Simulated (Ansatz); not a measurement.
# Screening in Si3N4 (P6_3/m), part 2 of 2

Wanted: ε∞ of Si3N4 (P6_3/m) from perturbation theory, a sum over states and the RPA step of G0W0, with cost.

Ansatz 0.2.0; linear response on PBE, plane waves, PAW. Known limits of the many-body steps: not at the basis limit.

So far. Step 2 (Response to a homogeneous field): One over ε∞ averages 0.24, near the quarter of exact exchange in PBE0. Step 3 (Independent-particle spectrum): The sum gives ε∞ = 4.37 and 4.44 without local fields.

### 4. RPA screening from the G0W0 run

G0W0 replaces the xc potential by the self-energy, built once from these orbitals. Only a window of levels is corrected, while the sums run over the empty bands that the input names. This step takes PAW set soft_1 files.

This step: G0W0 on PBE, plane waves, PAW; PAW set soft_1.

input.yaml

```yaml
crystal:
  lattice:
    - [7.6044, 0.0, 0.0]
    - [-3.8022, 6.5856035805, 0.0]
    - [0.0, 0.0, 2.9063]
  atoms:
    - { symbol: Si, position: [0.768477, 0.174557, 0.25] }
    - { symbol: Si, position: [0.59392, 0.768477, 0.75] }
    - { symbol: Si, position: [0.825443, 0.59392, 0.25] }
    - { symbol: Si, position: [0.231523, 0.825443, 0.75] }
    - { symbol: Si, position: [0.40608, 0.231523, 0.25] }
    - { symbol: Si, position: [0.174557, 0.40608, 0.75] }
    - { symbol: "N", position: [0.0305, 0.33024, 0.25] }
    - { symbol: "N", position: [0.70026, 0.0305, 0.75] }
    - { symbol: "N", position: [0.66976, 0.70026, 0.25] }
    - { symbol: "N", position: [0.9695, 0.66976, 0.75] }
    - { symbol: "N", position: [0.29974, 0.9695, 0.25] }
    - { symbol: "N", position: [0.33024, 0.29974, 0.75] }
    - { symbol: "N", position: [0.6666666667, 0.3333333333, 0.25] }
    - { symbol: "N", position: [0.3333333333, 0.6666666667, 0.75] }
kpoints:
  mp_grid: { grid: [3, 3, 6] }
hamiltonian:
  xc: pbe
  pseudopotentials: { kind: paw, azcp: { folder: soft_1 } }
scf:
  occupations: { method: fixed }
gw:
  n_empty_bands: 798
  ecut_chi: 180.0
  qp_bands: [v4, c4]
  qp_kpoints: band_edges
  screening: { model: contour_deformation }
```

Run with:

```console
ansatz run input.yaml --threads 2 --pin off --max-ram 73728MiB --backend cuda --events-out ev --progress --plain --runs-dir out --devices 1 --max-vram 13GiB
```

Numbers of over 12 decimals in the logs are rounded to 6 here.

The program printed:

```text
GPUs: using 1 of 1 available (devices: 1).
[...]
GPU FFT provider: cuFFT
GPU libraries: cuBLAS 13.8.2, cuFFT 12.4.0, cuSOLVER 12.3.4
Crystal: 14 atoms, lattice volume = 145.546 Å³
Basis set: ecut = 420 eV, 2823 PW (Γ)
Bands: 46, of which v1, the nominal top of the filled ones, is band 32 counted from 1 (31 counted from 0)
Symmetry: 12 space group operations
[...]
k-points: 12 of 54
[...]
0    36     13.1908    -8.1964    -4.5605   -13.5878  0.8269    14.0262    14.0216  root
[...]
11    33     13.3284    -7.9336    -4.5630   -13.2616  0.8280    14.0973    14.0934  root
    11    34     13.3284    -7.9336    -4.5630   -13.2616  0.8280    14.0973    14.0934  root
    11    35     14.1446    -6.9072    -4.5381   -12.1202  0.8296    14.8226    14.8195  root
    11    36     14.1446    -6.9072    -4.5381   -12.1202  0.8296    14.8226    14.8195  root
[key lines of the parts left out:]
SCF converged after 9 iterations
Free energy (F): -6901.770867 eV
Fermi energy:    8.296649 eV
```

Wall time 86 s (1 × NVIDIA H100 80GB HBM3 (shared by 6 runs) with 2 threads of AMD EPYC 7R13 (Zen 3), shared host); peak memory 2.7 GiB.

This step gave:

- bands summed: 830
- RPA ε∞ on this mesh (eigenvalues): 3.988, 3.988, 4.082
- plane waves in the screening matrix: 793
- G0W0 gap on the mesh: 6.096 eV
- k of the valence top: 0, 0, 0.1667
- k of the conduction bottom: 0, 0, 0
- starting gap on the mesh: 4.324 eV
- least direct G0W0 gap on the computed points: 6.331 eV

The gap on the mesh goes from 4.32 eV to 6.10 eV, a correction of +1.77 eV. Between the two edge states, bare exchange in place of the xc potential would open the gap by 9.25 eV, and correlation takes back 7.47 eV.

Mean over the mesh in bins of 0.25 1/Å. Static inverse dielectric function, diagonal against length of q+G:

length of q+G (Å⁻¹), static inverse dielectric function, diagonal and a bar from the least value:
```
     0.33      0.270 
     0.50      0.292 #
     0.74      0.335 ###
     1.00      0.389 #####
     1.26      0.447 #######
     1.50      0.501 ##########
     1.75      0.554 ############
     2.01      0.608 ##############
     2.26      0.655 ################
     2.50      0.698 ##################
     2.75      0.738 ####################
     3.01      0.775 #####################
     3.27      0.806 #######################
     3.50      0.830 ########################
     3.75      0.852 ########################
     4.00      0.871 #########################
     4.25      0.888 ##########################
     4.49      0.903 ###########################
     4.75      0.918 ###########################
     5.00      0.930 ############################
     5.25      0.942 ############################
     5.51      0.952 #############################
     5.76      0.960 #############################
     6.00      0.967 #############################
     6.25      0.973 ##############################
     6.50      0.978 ##############################
     6.75      0.983 ##############################
```

### 5. The values together

Times are wall times on 1 × NVIDIA H100 80GB HBM3 (shared by 6 runs) with 2 threads of AMD EPYC 7R13 (Zen 3), shared host, good to a factor of about two.

```
                                          method                            mesh  ε∞, low  middle  high  mean  time
perturbation theory (local fields and xc kernel)  6×6×8 (response on 288 points)     4.22    4.22  4.30  4.25  96 s
               sum over states (no local fields)                           6×6×8     4.37    4.37  4.44  4.39  68 s
           RPA with local fields, on the GW mesh                           3×3×6     3.99    3.99  4.08  4.02  86 s
```

### 6. Summary of results

- perturbation theory (local fields and xc kernel): 4.22, 4.22, 4.30
- sum over states (no local fields): 4.37, 4.37, 4.44
- RPA with local fields, on the GW mesh: 3.99, 3.99, 4.08

**Reading.** Mean Born effective charge: Si1 3.37, N7 -2.52, N13 -2.55 e. Distinct peaks of the ε₂ (xx=yy) stand at 7.8 and 10.6 eV; the one at 10.6 eV is strongest. The loss function (xx=yy) has its highest peak at 23.7 eV. The sum without local fields gives 4.39 in the mean against 4.25 by perturbation theory; local fields lower ε∞ and the xc kernel gives part of it back, though the sum also carries the error of its own mesh. The RPA values on the 3×3×6 mesh average 0.95 times those of perturbation theory (means 4.02 and 4.25). Without the xc kernel RPA should lie a little lower, as the mean does. PBE usually puts the gap too low, which tends to raise ε∞. Ions are clamped, so the lattice part of the static constant is not in these numbers.

[Paths, hosts, dates, memory and timing lines, banners, echoed tables and standing remarks are left out of the program output.]

[Logs are printed without paths, hosts, clocks, repeated set-up lines and the standing remarks that a program may print on its own settings, such as how far it seeks lower states.]

[Runs of the session that timed out or met a known fault of the program may be left out.]

[Cells called generated may have been cut or substituted from an entry of the Crystallography Open Database or the Materials Project.]

[Hosts, paths, dates, database ids (printed as entryN), source tags and the programs' standing remarks are cut or masked in the printed files.]
